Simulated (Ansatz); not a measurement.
**CuF (model cell, started as wurtzite): from the cell to its phonons**

Wanted: phonon frequencies of CuF (model cell, started as wurtzite) and what follows from them.

Calculated with Ansatz 0.2.0; DFT PBEsol, scalar-relativistic, plane waves, PAW.

This is a report of a sequence of runs, with most program output left out.

The structure was built from a prototype and need not be the compound's stable phase.

## 1. Starting point

The structure is hexagonal, space group P6_3mc (No. 186). The conventional cell has a = 3.224 Å, b = 3.224 Å, c = 5.264 Å, α = 90.00°, β = 90.00°, γ = 120.00°. Nearest to Cu lie 4 F at 1.97 Å. F has 4 Cu at 1.97 Å nearest. Farther neighbours and most contacts between anions are not listed.

Structure file:

```cif
data_structure
_symmetry_space_group_name_H-M 'P 1'
_symmetry_Int_Tables_number 1
_cell_length_a 3.2235
_cell_length_b 3.2235
_cell_length_c 5.2640
_cell_angle_alpha 90.000
_cell_angle_beta 90.000
_cell_angle_gamma 120.000
_cell_volume 47.37
loop_
_atom_site_label
_atom_site_type_symbol
_atom_site_fract_x
_atom_site_fract_y
_atom_site_fract_z
_atom_site_occupancy
Cu1 Cu 0.33333 0.66667 0.00000 1
Cu2 Cu 0.66667 0.33333 0.50000 1
F3 F 0.33333 0.66667 0.37500 1
F4 F 0.66667 0.33333 0.87500 1
```

## 2. Rough relaxation

The start is far from rest, so a relaxation with loose tolerances brings it close first.

The input, input.yaml:

```yaml
crystal:
  lattice:
    - [3.22353, 0.0, 0.0]
    - [-1.61176, 2.79166, 0.0]
    - [0.0, 0.0, 5.26402]
  atoms:
    - { symbol: Cu, position: [0.333333, 0.666667, 0.0] }
    - { symbol: Cu, position: [0.666667, 0.333333, 0.5] }
    - { symbol: F, position: [0.333333, 0.666667, 0.375] }
    - { symbol: F, position: [0.666667, 0.333333, 0.875] }
kpoints:
  mp_grid: { grid: [9, 9, 4] }
hamiltonian:
  xc: pbesol
scf:
  occupations: { method: gaussian, width: 0.1 }
output:
  forces: true
  stress: true
  eigenvalues: true
relax:
  adjacent_minimum: "off"
  f_tol: 0.05
  max_steps: 80
  cell: { stress_tol: 0.5 }
```

Launch:

```
ansatz run input.yaml --threads 4 --pin off --max-ram 7168MiB --backend cpu --events-out ev --progress --plain --runs-dir out
```

Run time: 23 s. Hardware: 4 threads of Arm Neoverse V2, shared host; peak memory 0.34 GiB; 84 s of CPU time.

This run has no spin polarisation, although Cu can carry a moment.

The steps of the relaxation:

```csv
step,energy less that of the first step (eV),largest force component (eV/Å),pressure (GPa),volume (Å³)
1,0.0000,0.0391,13.91,47.37
2,-0.1496,0.0846,7.40,49.73
3,-0.2211,0.1504,0.61,52.80
4,-0.2292,0.2150,-0.60,53.31
5,-0.2812,0.3734,-4.10,54.17
6,-0.3715,0.2138,-7.09,53.54
7,-0.5219,0.4517,-3.19,49.33
8,-0.4109,0.6052,14.24,42.83
9,-0.5952,0.1777,-0.91,46.99
10,-0.6268,0.0386,0.34,45.03
11,-0.6283,0.0275,-0.47,44.86
12,-0.6289,0.0005,0.03,44.77
13*,-0.8179,0.0845,5.07,44.77
14,-0.9007,0.0316,2.46,44.41
15,-0.9206,0.0019,0.05,44.29
16*,-0.9230,0.0058,0.14,44.29
```

Relaxation steps marked * repeat the geometry before them on a plane-wave basis chosen anew for their cell, so energy and pressure can jump there. Relaxation step 8 was tried and not accepted.

The run keeps the 12 symmetry operations that it works with, so distortions that break them were not tested.

| cell as run | before | after | change |
| --- | --- | --- | --- |
| a (Å) | 3.224 | 2.752 | -14.6 % |
| b (Å) | 3.224 | 2.752 | -14.6 % |
| c (Å) | 5.264 | 6.751 | +28.3 % |
| volume (Å³/atom) | 11.84 | 11.07 | -6.5 % |

The atoms that moved most (Å, as changes of fractional coordinates times the final cell):

```csv
atom,dx,dy,dz,length
Cu2,0.000,0.000,0.317,0.317
F4,0.000,0.000,-0.317,0.317
F3,0.000,0.000,-0.317,0.317
Cu1,0.000,0.000,0.317,0.317
```

This step gave:

| Quantity | Value |
| --- | --- |
| pressure | 0.1358 GPa |
| volume per atom | 11.07 Å³ |
| gap on the k-mesh | 0 eV |

In this step the volume went from 11.84 to 11.07 Å³/atom.

## 3. Relaxation

Harmonic phonons are second derivatives at a point where the forces vanish, and they are wanted at zero stress, so atoms and cell are relaxed first.

The input, input.yaml:

```yaml
crystal:
  lattice:
    - [2.7522124174, -2.4647e-06, 0.0]
    - [-1.3761040742, 2.3834871024, 0.0]
    - [0.0, 0.0, 6.751355334]
  atoms:
    - { symbol: Cu, position: [0.3333333333, 0.6666666667, 0.0470232114] }
    - { symbol: Cu, position: [0.6666666667, 0.3333333333, 0.5470232114] }
    - { symbol: F, position: [0.3333333333, 0.6666666667, 0.3279767886] }
    - { symbol: F, position: [0.6666666667, 0.3333333333, 0.8279767886] }
kpoints:
  mp_grid: { grid: [15, 15, 6] }
hamiltonian:
  xc: pbesol
scf:
  occupations: { method: gaussian, width: 0.1 }
output:
  forces: true
  stress: true
  eigenvalues: true
relax:
  adjacent_minimum: "off"
  f_tol: 0.005
  max_steps: 80
  cell: { stress_tol: 0.05 }
```

Wall time 18 s (4 threads); peak memory 0.42 GiB.

Little changed from the start: no atom moved by 0.005 Å and no cell edge by 0.1 %.

This step gave:

| Quantity | Value |
| --- | --- |
| pressure | 0.007661 GPa |
| volume per atom | 11.08 Å³ |

In this step the volume went from 11.07 to 11.08 Å³/atom.

## 4. Relaxing to small forces for the phonons

Phonons need a cell at rest on their own settings, so the relaxation is repeated with tight tolerances on forces and stress on the k mesh and occupations of the first response run.

The input, input.yaml:

```yaml
crystal:
  lattice:
    - [2.7533694582, -2.4657e-06, 0.0]
    - [-1.3766825937, 2.3844891297, 0.0]
    - [0.0, 0.0, 6.7535552937]
  atoms:
    - { symbol: Cu, position: [0.3333333333, 0.6666666667, 0.0469990062] }
    - { symbol: Cu, position: [0.6666666667, 0.3333333333, 0.5469990062] }
    - { symbol: F, position: [0.3333333333, 0.6666666667, 0.3280009938] }
    - { symbol: F, position: [0.6666666667, 0.3333333333, 0.8280009938] }
kpoints:
  mp_grid: { grid: [15, 15, 6] }
hamiltonian:
  xc: pbesol
scf:
  occupations: { method: methfessel_paxton, width: 0.15 }
output:
  forces: true
  stress: true
  eigenvalues: true
relax:
  adjacent_minimum: "off"
  f_tol: 0.001
  max_steps: 60
  cell: { stress_tol: 0.01 }
```

Elapsed: 21 s, on 4 threads; peak memory 0.42 GiB; 82 s of CPU time.

Little changed from the start: no atom moved by 0.005 Å and no cell edge by 0.1 %.

This step gave:

```yaml
pressure: 0.001459 GPa
gap_on_the_k_mesh: 0.08065 eV
direct_gap_on_mesh: 0.4231 eV
```

The largest force component left is 0.047 meV/Å and the pressure is 0.001 GPa, within the tolerances set. The cell now holds 11.08 Å³/atom.

## 5. Modes at Γ

The zone centre comes first: it holds the modes that light can see, as far as symmetry allows. No field response is asked, and the gap on the mesh is small against the smearing.

input.yaml, the sections that differ from step 4:

```yaml
crystal:
  lattice:
    - [2.7533824351, -2.4657e-06, 0.0]
    - [-1.3766890822, 2.384500368, 0.0]
    - [0.0, 0.0, 6.7521585394]
  atoms:
    - { symbol: Cu, position: [0.3333333333, 0.6666666667, 0.047034047] }
    - { symbol: Cu, position: [0.6666666667, 0.3333333333, 0.547034047] }
    - { symbol: F, position: [0.3333333333, 0.6666666667, 0.327965953] }
    - { symbol: F, position: [0.6666666667, 0.3333333333, 0.827965953] }
output:
  eigenvalues: true
phonons:
  method: dfpt
# kpoints, hamiltonian, scf: as in step 4
# relax: removed
```

Run time: 64 s. Hardware: 4 threads; peak memory 1.8 GiB; 4 min of CPU time.

This step gave:

* sum-rule residual before enforcement: 1.28e-4 eV/Å²
* point group: 6mm
* highest optical mode at the zone centre (no LO-TO term): 438.3 cm⁻¹
* lowest optical zone-centre mode: -55.31 cm⁻¹

Patterns of degenerate modes are one choice out of their space. The modes at Γ (shares of kinetic energy by element, %) (negative means imaginary):

| mode | frequency (cm⁻¹) | symmetry | Cu % | F % |
| --- | --- | --- | --- | --- |
| 1 | -55.3 | E1 | 23 | 77 |
| 2 | -55.3 | E1 | 23 | 77 |
| 3 | -48.9 | E2 | 97 | 3 |
| 4 | -48.9 | E2 | 97 | 3 |
| 5 | 0.0 | acoustic | 77 | 23 |
| 6 | 0.0 | acoustic | 77 | 23 |
| 7 | 0.0 | acoustic | 77 | 23 |
| 8 | 109.2 | E2 | 3 | 97 |
| 9 | 109.2 | E2 | 3 | 97 |
| 10 | 269.0 | B1 | 95 | 5 |
| 11 | 423.4 | A1 | 23 | 77 |
| 12 | 438.3 | B1 | 5 | 95 |

Displacements in mode 2 (-55.3 cm⁻¹), the largest set to 1:
```
Cu1  0.02 -0.30  0.00
Cu2  0.02 -0.30  0.00
F3  -0.07  1.00  0.00
F4  -0.07  1.00  0.00
```

Displacements in mode 4 (-48.9 cm⁻¹), the largest set to 1:
```
Cu1  0.02 -1.00  0.00
Cu2 -0.02  1.00  0.00
F3   0.01 -0.34  0.00
F4  -0.01  0.34  0.00
```

Before it was imposed, the acoustic sum rule was missed by 1.3e-4 eV/Å². Small misses are needed for a sound result but don't prove that mesh and cutoff are converged. The lowest optical mode is imaginary, 55.3i cm⁻¹, so the energy falls along it.

## 6. Response at finite wavevector

The mesh has a single point along some directions, so zone-edge points there are not solved. Linear response on a 3×3×1 q mesh gives force constants as far as a supercell of that size would.

input.yaml: that of step 5 with these lines changed.

```diff
@@ -20 +20,9 @@
   method: dfpt
+  qmesh: [3, 3, 1]
+  temperatures: { t_max: 1000, t_step: 50 }
+  qpath:
+    path:
+      - [[0.0, 0.0, 0.0], [0.5, 0.0, 0.0], [0.33333333, 0.33333333, 0.0], [0.0, 0.0, 0.0], [0.0, 0.0, 0.5], [0.5, 0.0, 0.5], [0.33333333, 0.33333333, 0.5], [0.0, 0.0, 0.5]]
+      - [[0.5, 0.0, 0.5], [0.5, 0.0, 0.0]]
+      - [[0.33333333, 0.33333333, 0.5], [0.33333333, 0.33333333, 0.0]]
+    npoints: 10
```

The job ended after 12 min (4 threads; peak memory 4.1 GiB; 48 min of CPU time).

This step gave:

```yaml
sum_rule_residual_before_enforcement: 1.29e-4 eV/Å²
lowest_mode_on_the_q_mesh_acoustic_modes_at_gamma_apart: -55.31 cm⁻¹
highest_frequency_at_a_solved_wavevector_no_lo_to_term_at_gamma: 438.3 cm⁻¹
```

Frequencies (cm⁻¹) solved at each irreducible wavevector; negative means imaginary. Frequencies by wavevector, by row:

| q in reciprocal lattice units | star | mode 1 | mode 2 | mode 3 | mode 4 | mode 10 | mode 11 | mode 12 |
| --- | --- | --- | --- | --- | --- | --- | --- | --- |
| 0 0 0 | 1 | -55.3 | -55.3 | -48.9 | -48.9 | 269 | 423.4 | 438.3 |
| 0 0.3333 0 | 6 | 14.5 | 30.5 | 35.7 | 62.9 | 277.4 | 384.1 | 401 |
| 0.3333 0.3333 0 | 2 | 49.9 | 64.6 | 64.6 | 66.6 | 265.2 | 377 | 377 |

Symmetry leaves 3 wavevectors to solve. The lowest mode among them, the acoustic zeros apart, lies at Γ and is imaginary, 55.3i cm⁻¹, so the energy falls along it.

## 7. Isotope substitution

An isotope changes the mass and not the force constants, so no new electronic calculation is needed; the shifts show which modes move this element.

The same force constants with the mass of Cu changed from 63.546 to 64.928 u (phonopy, no LO-TO term). Both lists are sorted by frequency; levels can cross, so a row need not hold one and the same mode. Modes under 3 cm⁻¹ are left out. Isotope shifts, by row:

```csv
q,rank,natural mass (cm⁻¹),changed mass (cm⁻¹)
0 0 0,1,-55.31,-55.17
0 0 0,2,-55.31,-55.17
0 0 0,3,-48.91,-48.41
0 0 0,4,-48.91,-48.41
0 0 0,8,109.2,109.2
0 0 0,9,109.2,109.2
0 0 0,10,269,266.3
0 0 0,11,423.4,422.4
0 0 0,12,438.3,438.1
0 0.3333 0,1,14.48,14.32
0 0.3333 0,2,30.53,30.24
0 0.3333 0,3,35.71,35.36
0 0.3333 0,4,62.94,62.36
0 0.3333 0,5,101.7,101.6
0 0.3333 0,6,109.4,108.3
0 0.3333 0,7,171.7,171.7
0 0.3333 0,8,213.3,211.2
0 0.3333 0,9,251.7,251.7
0 0.3333 0,10,277.4,277.3
0 0.3333 0,11,384.1,383.7
0 0.3333 0,12,401,400.1
0.3333 0.3333 0,1,49.85,49.32
0.3333 0.3333 0,2,64.59,63.96
0.3333 0.3333 0,3,64.59,63.96
0.3333 0.3333 0,4,66.56,65.84
0.3333 0.3333 0,5,157.1,155.6
0.3333 0.3333 0,6,157.1,155.6
0.3333 0.3333 0,7,213.2,213.2
0.3333 0.3333 0,8,257.8,257.8
0.3333 0.3333 0,9,265.2,265.2
0.3333 0.3333 0,10,265.2,265.2
0.3333 0.3333 0,11,377,376.3
0.3333 0.3333 0,12,377,376.3
```

A mode of this element alone would shift by -1.07 %. The highest zone-centre frequency without the field goes from 438.3 to 438.1 cm⁻¹ (-0.1 %).

## 8. Outcome

* space group after relaxation (within 0.01 Å): P6_3mc
* volume per atom: 11.1 Å³
* gap on the k-mesh: 0.0807 eV
* highest optical mode at the zone centre (no LO-TO term): 438 cm⁻¹
* lowest optical zone-centre mode: -55.3 cm⁻¹
* lowest mode on the q mesh (acoustic modes at Γ apart): -55.3 cm⁻¹
* imaginary modes on the 3×3×1 q mesh: yes

**Reading.** Modes are clearly imaginary (beyond 10i cm⁻¹) at 1 of the 3 irreducible wavevectors, most at Γ (55.3i cm⁻¹), so this structure is not a minimum of the energy. Without the field, the optical modes at Γ span -55 to 438 cm⁻¹ (negative means imaginary). The highest mode in this list at Γ, 438.3 cm⁻¹, is mostly motion of F (95 % of the kinetic energy). The q mesh is too sparse to interpolate, so only the solved wavevectors are given. Where the field response was not run the interpolation lacks the dipole term, so the LO-TO splitting is missing from branches, density of states and sums. A phonon run warned that its eigensolver left some bands unconverged in a pass. The starting cell was built on a prototype and not taken from a measurement, so the phase need not exist. These are harmonic frequencies at zero temperature: anharmonic shifts, linewidths and thermal expansion are left out.

[Logs are printed without paths, hosts, clocks, repeated set-up lines and the standing remarks that a program may print on its own settings, such as how far it seeks lower states.]

[Hosts, paths, dates, database ids (printed as entryN), source tags and the programs' standing remarks are cut or masked in the printed files.]
